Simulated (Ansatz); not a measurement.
# What PbO (model cell, started as CsCl type) distorts into, part 3 of 3

Aim: this structure of PbO (model cell, started as CsCl type) is to be tested for unstable modes, and one is followed downhill.

Ansatz 0.2.0; DFT LDA, scalar-relativistic, plane waves, PAW.

So far. Step 5 (Energy along the mode, all amplitudes (two of the runs …): The lowest step is at 0.45 Å, 68.7 meV/atom below the parent, and the energy rises beyond it. Step 7 (The new phase in its own primitive cell): The largest force component left is 0.26 meV/Å and the pressure is 0.000 GPa, within the tolerances set. The cell now holds 17.03 Å³/atom. The relaxed cell has a = 3.164, c = 3.401 Å (conventional setting).

The structure was built from a prototype and need not be the compound's stable phase.

## (8) Modes of the new phase, k-mesh 8×8×8

A relaxed structure may still be a saddle point, so its zone-centre modes are computed. The response to a homogeneous field gives the Born charges and the dielectric tensor, and its change with displacement the Raman tensors.

input.yaml

```yaml
crystal:
  lattice:
    - [3.1643625354, 0.0, 0.0]
    - [0.0, 3.1643625354, 0.0]
    - [0.0, 0.0, 3.4007679116]
  atoms:
    - { symbol: Pb, position: [0.0, 0.0, 0.0466635195] }
    - { symbol: O, position: [0.5, 0.5, 0.3204204946] }
kpoints:
  mp_grid: { grid: [8, 8, 8] }
hamiltonian:
  xc: lda
scf:
  occupations: { method: fixed }
output:
  eigenvalues: true
phonons:
  method: dfpt
  dielectric: true
  rigid_motions: translations
  raman: true
```

Command:

```bash
$ ansatz run input.yaml --threads 4 --pin off --max-ram 7168MiB --backend cpu --events-out ev --progress --plain --runs-dir out
```

The log of the run:

```text
[...]
Crystal: 2 atoms, lattice volume = 34.053 Å³
Basis set: ecut = 420 eV, 675 PW (Γ), exchange–correlation on 48×48×48 points (8 copies of the dense FFT grid, shifted against one another)
Bands: 14, of which v1, the nominal top of the filled ones, is band 10 counted from 1 (9 counted from 0)
Symmetry: 8 space group operations
k-points: 170 of 512 (irreducible under 2 space group operations, time reversal used)
[...]
SCF iter   1: F=—  HF=-12156.607085 eV  |F-HF|=—  |Δ(HF+E_count)|=         —  Δρ=1.58e-2  dr2=8.42e-2  ethr=1.77e-3  ⟨swp⟩=4.6  Hψ=11323  notcnv=0  defer=308
[...]
SCF iter   8: F=-12156.588077 eV  HF=-12156.588077 eV  |F-HF|=4.00e-11  |Δ(HF+E_count)|=   1.99e-9  Δρ=4.97e-7  dr2=6.87e-11  ethr=1.00e-12  ⟨swp⟩=8.0  Hψ=18211  notcnv=0
SCF 1 converged in 8 iterations: F = -12156.588077 eV  dr2 = 6.87e-11
[...]
── the response to a field inside a basis, on 22×22×12 k-points: an SCF that follows is theirs, and a resumed run solves both again ──
Bands: 11, of which v1, the nominal top of the filled ones, is band 10 counted from 1 (9 counted from 0)
k-points: 396
[...]
Eigensolver: Dense (396 Hₖ)
SCF iter   1: F=—  HF=-12156.593650 eV  |F-HF|=—  |Δ(HF+E_count)|=         —  Δρ=7.64e-4  dr2=2.95e-5  ethr=1.00e-1
[...]
SCF iter   6: F=-12156.593644 eV  HF=-12156.593644 eV  |F-HF|=1.46e-11  |Δ(HF+E_count)|=  3.91e-10  Δρ=4.85e-7  dr2=3.29e-11  ethr=1.67e-11
SCF 1 converged in 6 iterations: F = -12156.593644 eV  dr2 = 3.29e-11
[...]
WARN: field response: ε∞ stands inside a basis, on 22×22×12 points; the force constants stand on the 8×8×8 k-mesh, whose period is 7.56 times the interband length at k = (0.0000, -0.5000, 0.0000), direct gap 0.665 eV, under 14: take them and everything formed from them as unconverged, and compare with a denser kpoints.mp_grid
SCF converged after 8 iterations
Free energy (F): -12156.588077 eV
[...]
Internal energy: -12156.588077 eV  (E = F + TS)
E sigma→0 (E₀):  -12156.588077 eV
Fermi energy:    10.170293 eV
[...]
--- Band table (eV; the first three rows and the last of 170) ---
  k-point 0: bands = [... 6 lower, 2.4253, 7.7909, 7.7909, 8.5969, 14.9746, 19.4766, 19.4766, 20.2299]
  k-point 1: bands = [... 6 lower, 2.3697, 7.8429, 7.8429, 8.5291, 14.3313, 19.4818, 19.4818, 20.3325]
  k-point 2: bands = [... 6 lower, 2.2266, 7.9690, 7.9690, 8.4252, 12.9607, 19.4749, 19.4749, 20.6384]
  k-point 169: bands = [... 6 lower, 6.1148, 6.1148, 6.4009, 8.0953, 11.4439, 13.0837, 13.0837, 21.8594]
--- Phonons (Γ-DFPT): 4 representative perturbations + reference, on 170 of 512 k-points (Σ response iterations 14) ---
  k mesh reduced under 2 symmetry operations, with k and −k counted as one. Each operation leaves every solved perturbation unchanged. A smaller set is not considered because the run solves the response to a homogeneous field
  ASR residual: 4.962e-4 → 0.000e0 eV/Å²; symmetrization residual: 4.718e-6 eV/Å²
  ASR residual per site (eV/Å²): 4.96e-4 2.77e-4
  Γ frequencies (cm⁻¹): -68.03 -68.03 0.00 0.00 0.00 247.32
  ε∞ (high-frequency dielectric tensor):
       13.242269     0.000000    -0.000000
        0.000000    13.242269     0.000000
       -0.000000     0.000000     8.228485
  softest optical mode at Γ: -68.03 cm⁻¹; the repairs (sum rule, projections) moved no ω² at Γ by more than (2.28 cm⁻¹)²
  Born effective charges Z* (e; rows j = field, columns β = displacement):
    site 0:
         4.35209    0.00000   -0.00000
         0.00000    4.35209    0.00000
        -0.00000    0.00000    2.13476
    site 1:
        -4.35209    0.00000    0.00000
         0.00000   -4.35209    0.00000
         0.00000    0.00000   -2.13476
  Z* charge neutrality: 5.847e-4 e pre-enforcement
  solved inside a basis spanned on kpoints, on 22×22×12 k-points transformed towards the longest dipole: ε∞ is read to err by 5.3e-2, Z* by 3.1e-2 e (field_mesh: kpoints solves on kpoints); Z* is corrected for what the basis lacks
  Raman tensors (in the event stream and the table raman_tensors.tsv): an entry may err by 2.8e1 Å², one of the second-order susceptibility by 2.5e2 pm/V (basis, points and sum rule); their sum over the sites missed zero by 1.730e-4 Å² ahead of its enforcement
  optical modes at Γ without the LO–TO term, one row a degenerate level:
      ω (cm⁻¹)  modes    IR ((D/Å)²/amu)  static Raman (Å⁴/amu)  depolarisation
        -68.03      2            58.8435                 7.9277           0.750
        247.32      1             7.0790               263.9615           0.001
  optical modes at Γ + LO–TO along q̂ = [1.0000, 0.0000, 0.0000]:
      ω (cm⁻¹)  modes    IR ((D/Å)²/amu)  static Raman (Å⁴/amu)  depolarisation
        -68.03      1            29.4217                 3.9639           0.750
        247.32      1             7.0790               263.9615           0.001
        366.79      1            29.4217               659.0925           0.750
  optical modes at Γ + LO–TO along q̂ = [0.0000, 1.0000, 0.0000]:
      ω (cm⁻¹)  modes    IR ((D/Å)²/amu)  static Raman (Å⁴/amu)  depolarisation
        -68.03      1            29.4217                 3.9639           0.750
        247.32      1             7.0790               263.9615           0.001
        366.79      1            29.4217               659.0925           0.750
  optical modes at Γ + LO–TO along q̂ = [0.0000, 0.0000, 1.0000]:
      ω (cm⁻¹)  modes    IR ((D/Å)²/amu)  static Raman (Å⁴/amu)  depolarisation
        -68.03      2            58.8435                 7.9277           0.750
        339.19      1             7.0790               242.3087           0.677
```

Elapsed: 2.9 min, on 4 threads of Arm Neoverse V2, shared host; peak memory 2.1 GiB.

This step gave:

```
sum-rule residual before enforcement                    : 4.96e-4 eV/Å²
miss of the charge sum rule                             : 5.85e-4 e
estimated error of the dielectric tensor                : 0.05331
estimated error of the Born charges                     : 0.03073 e
point group                                             : 4mm
highest optical mode at the zone centre (no LO-TO term) : 247.3 cm⁻¹
lowest optical zone-centre mode                         : -68.03 cm⁻¹
mean high-frequency dielectric constant                 : 11.57
largest Born charge (third of the trace)                : 3.613 e
top of the zone-centre spectrum with the field          : 366.8 cm⁻¹
```

Without the LO-TO term. Patterns of degenerate modes are one choice out of their space. Modes at Γ, with each element's share of the kinetic energy (negative means imaginary):

| mode | frequency (cm⁻¹) | symmetry | Pb % | O % |
| --- | --- | --- | --- | --- |
| 1 | -68.0 | E | 7 | 93 |
| 2 | -68.0 | E | 7 | 93 |
| 3 | 0.0 | acoustic | 93 | 7 |
| 4 | 0.0 | acoustic | 93 | 7 |
| 5 | 0.0 | acoustic | 93 | 7 |
| 6 | 247.3 | A1 | 7 | 93 |

Displacements in mode 1 (-68.0 cm⁻¹), the largest set to 1:
```
Pb1  0.00 -0.08  0.00
O2   0.00  1.00  0.00
```

Displacements in mode 6 (247.3 cm⁻¹), the largest set to 1:
```
Pb1  0.00  0.00 -0.08
O2   0.00  0.00  1.00
```

Optical modes at the zone centre, without and with the macroscopic field of the longitudinal modes; each column is sorted by frequency, so a row need not hold one and the same mode. Modes with and without the field, by row:

| rank among optical modes | no field (cm⁻¹) | q along (1, 0, 0) (cm⁻¹) | q along (0, 0, 1) (cm⁻¹) |
| --- | --- | --- | --- |
| 1 | -68 | -68 | -68 |
| 2 | -68 | 247.3 | -68 |
| 3 | 247.3 | 366.8 | 339.2 |

Born charge (rows field, columns displacement) (e), principal values of the symmetric part by kind of site:

| atom | atoms with these values | low | middle | high | mean |
| --- | --- | --- | --- | --- | --- |
| Pb1 | 1 | 2.13 | 4.35 | 4.35 | 3.61 |
| O2 | 1 | -4.35 | -4.35 | -2.13 | -3.61 |

In full for O2:

```
-4.35  0.00  0.00
 0.00 -4.35  0.00
 0.00  0.00 -2.13
```

High-frequency dielectric tensor:

```
13.24  0.00  0.00
 0.00 13.24  0.00
 0.00  0.00  8.23
```

Transverse modes; imaginary modes are left out. Infrared lines, with heights relative to the strongest:

| position (cm⁻¹) | label | relative intensity |
| --- | --- | --- |
| 247 | A1 | 100 |

Activity x (w_L - w)^4 (n + 1)/w, 532 nm, 300 K; imaginary modes are left out; the tensors are static ones, while 532 nm light lies above the computed gap, where resonance would change the heights; modes without the macroscopic field alone. Raman lines, with heights relative to the strongest:

| position (cm⁻¹) | label | relative intensity |
| --- | --- | --- |
| 247 | A1 | 100 |

Before it was imposed, the acoustic sum rule was missed by 5.0e-4 eV/Å² and the charge sum rule by 5.8e-4 e. Small misses are needed for a sound result but don't prove that mesh and cutoff are converged. The lowest optical mode is imaginary, 68.0i cm⁻¹, so the energy falls along it.

The log warns of the k mesh: “the force constants stand on the 8×8×8 k-mesh, whose period is 7.56 times the interband length at k = (0.0000, -0.5000, 0.0000), direct gap 0.665 eV, under 14: take them and everything formed from them as unconverged”.

## (9) Summary of results

- unstable mode of the parent: q = (0, 0, 0), 208i cm⁻¹
- depth at the lowest point sampled: 68.7 meV/atom
- largest atomic shift at that point: 0.45 Å
- space group reached: P4mm
- energy gained over the parent (first relaxation, on the mesh of the frozen mode): 110 meV/atom
- volume per atom, phase reached: 17.0 Å³
- gap on the k-mesh, phase reached: 0.665 eV
- lowest optical zone-centre mode, phase reached: -68.0 cm⁻¹
- highest optical mode at the zone centre (no LO-TO term), phase reached: 247 cm⁻¹

Along this mode the structure falls into P4mm, 110 meV/atom below the parent. At the parent's cell the well is 68.70 meV/atom deep on the steps tried, with its lowest point at a shift of 0.45 Å. Relaxing atoms and cell changes the gain by +41.70 meV/atom against the lowest step (energies at zero smearing). The new phase still has an imaginary mode at the zone centre of its cell, so it is a saddle point on the way to a lower structure. Of the 6 patterns followed from this parent, this one ends 146 meV/atom above the lowest, R3m. Each path keeps the symmetry of its pattern, so a lower phase may lie along a pattern not tried. With the field response the log warns that the k mesh is coarse for the force constants too, so the frequencies are to be taken as unconverged. Where the field response was not run the interpolation lacks the dipole term, so the LO-TO splitting is missing from branches, density of states and sums. The volume moved by more than a tenth on the k mesh of the start, so the energy gain is rough. Spin-orbit coupling is left out, which can matter for the heavy elements here. The starting cell was built on a prototype and not taken from a measurement, so the phase need not exist.

[Long decimals in the printed logs are rounded to 6 places.]

[Logs are printed without paths, hosts, clocks, repeated set-up lines and the standing remarks that a program may print on its own settings, such as how far it seeks lower states.]

[Hosts, paths, dates, database ids (printed as entryN), source tags and the programs' standing remarks are cut or masked in the printed files.]

[Where the starting crystal was built by hand or by swapping elements, it need not be the compound's stable phase.]
